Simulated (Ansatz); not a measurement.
# ρ(T) of Zn (P6_3/mmc) in two numbers

Aim: condense the phonon-limited resistivity of Zn (P6_3/mmc) into a transport Debye temperature and an amplitude, and test the fit on a temperature held back.

The resistivities were computed with Ansatz 0.2.0 (DFT PBE, scalar-relativistic, plane waves, PAW; PAW set soft_1) from the linearised Boltzmann equation with harmonic phonons, on q 8×8×4, k 24×24×12, scattering 48×48×20; the fit below is done by hand on them.

The experiments to compare with:

For Zn (bulk crystal), “CRC Handbook of Chemistry and Physics, 84th edition, Electrical Resistivity of Pure Metals” (2003, CRC Press, section 12, read from Wikipedia's data page) quotes earlier work: resistivity at 300 K 6.06 μΩ cm; resistivity at 80 K 1.15 μΩ cm; resistivity at 500 K 10.82 μΩ cm.

### 1. The data

It takes space group P6_3/mmc (No. 194, hexagonal). The conventional cell has a = 2.620 Å, b = 2.620 Å, c = 5.206 Å, α = 90.00°, β = 90.00°, γ = 120.00°. Zn on site c has 6 Zn at 2.62 Å as nearest neighbours.

This is the relaxed cell of the run, from steps not shown here.

The mean resistivity of the three axes from 50 to 600 K, with one row held back; rows over the melting point are left out; the colder rows stay outside the fit and test it at the end:

| T (K) | ρ (μΩ cm) |
| --- | --- |
| 50 | 1.567 |
| 80 | 2.862 |
| 100 | 3.721 |
| 150 | ? |
| 200 | 7.917 |
| 273 | 10.92 |
| 300 | 12.04 |
| 400 | 16.13 |
| 500 | 20.23 |
| 600 | 24.32 |

Rows over the melting point describe no crystal.

### 2. The fit

Bloch and Grüneisen's form is ρ(T) = A (T/Θ)⁵ J₅(Θ/T), with J₅(z) the integral of x⁵/((eˣ − 1)(1 − e⁻ˣ)) from 0 to z. It goes as T⁵ far below Θ and as A T/(4Θ) far above. For a trial Θ the best A is the geometric mean of ρ/[(T/Θ)⁵ J₅] over the rows, and the scatter of that ratio measures the fit:

| Θ (K) | A (μΩ cm) | scatter (%) |
| --- | --- | --- |
| 68 | 10.62 | 5.0 |
| 90 | 14.26 | 2.8 |
| 100 | 15.98 | 1.7 |
| 112 | 18.09 | 0.8 |
| 124 | 20.26 | 2.1 |
| 140 | 23.27 | 4.5 |
| 168 | 28.90 | 9.5 |

The scatter is least at Θ = 112 K, with A = 18.09 μΩ cm (0.8 % r.m.s.).

| T (K) | computed | fit |
| --- | --- | --- |
| 50 | 1.567 | 1.547 |
| 80 | 2.862 | 2.902 |
| 100 | 3.721 | 3.769 |
| 200 | 7.917 | 7.935 |
| 273 | 10.92 | 10.92 |
| 300 | 12.04 | 12.02 |
| 400 | 16.13 | 16.08 |
| 500 | 20.23 | 20.13 |
| 600 | 24.32 | 24.18 |

### 3. The row held back

At T = 150 K, Θ/T = 0.747, J₅ = 0.07535 and (T/Θ)⁵ = 4.309, so the fit gives 5.872 μΩ cm. The computed value is 5.835 μΩ cm: the fit is off by +0.64 %. Outside its range, at 20 K, it gives 0.207 against 0.302 μΩ cm computed, 0.68 times that; at that temperature the run's own test moves by 8 % between meshes in the component that moves most. Among the rows used, the largest miss is +1.4 %, at 80 K.

### 4. Reading Θ and A

Θ = 112 K is 1.55 times ħω_log/k_B (72 K) and 0.35 of the highest phonon frequency (320 K). The high-temperature slope of the fit, A/(4Θ), is 0.0404 μΩ cm/K. The same slope from the run's transport coupling and plasma energy, 2π k_B λ_tr/(ħ ε₀ ω_p²) with λ_tr = 0.677, 0.677, 1.24 (xx, yy, zz) and ħω_p = 8.60, 8.60, 9.54 (xx, yy, zz) eV, is 0.0428 μΩ cm/K in the mean of the axes, +6.1 % from it. For comparison, the computed rows rise by 0.0409 μΩ cm/K between the two hottest.

### 5. Summary of results

* Θ: 112 K
* A: 18.09 μΩ cm
* scatter of the fit: 0.8 %
* held-back row at 150 K, fit against computed: 5.872 against 5.835 μΩ cm

**Reading.** Two numbers, Θ = 112 K and A = 18.1 μΩ cm, hold the computed ρ(T) from 50 to 600 K within 0.82 % r.m.s. and predict the held-back row within 0.64 %. At 20 K, outside the rows fitted, it gives 0.68 times the computed value. By the run's own test the resistivity at 300 K moves by 9 % between its two finest scattering meshes, in the component that moves most. The mean hides an anisotropy: at 300 K the components are 10.5, 10.5, 15.2 (xx, yy, zz) μΩ cm. The fit describes the calculation: impurities, thermal expansion, changes of phase and anharmonicity are in neither.

Computed beside measured:

```
                                                                                                              quantity  measured  q 8×8×4, fine 48×48×20
resistivity at 300 K (computed: phonon part alone; the measured value holds the sample's residual resistivity) (μΩ cm)      6.06         12.04 (+98.6 %)
 resistivity at 80 K (computed: phonon part alone; the measured value holds the sample's residual resistivity) (μΩ cm)      1.15         2.86 (+148.9 %)
resistivity at 500 K (computed: phonon part alone; the measured value holds the sample's residual resistivity) (μΩ cm)     10.82         20.23 (+86.9 %)
```

Measured values from CRC Press, section 12, read from Wikipedia's data page (2003).

**Verdict.** The resistivity at 300 K is off by +98.6 %: a clear miss. The resistivity at 80 K is off by +148.9 %: a clear miss. The resistivity at 500 K is off by +86.9 %: a clear miss.

[Logs are printed without paths, hosts, clocks, repeated set-up lines and the standing remarks that a program may print on its own settings, such as how far it seeks lower states.]

[Hosts, paths, dates, database ids (printed as entryN), source tags and the programs' standing remarks are cut or masked in the printed files.]
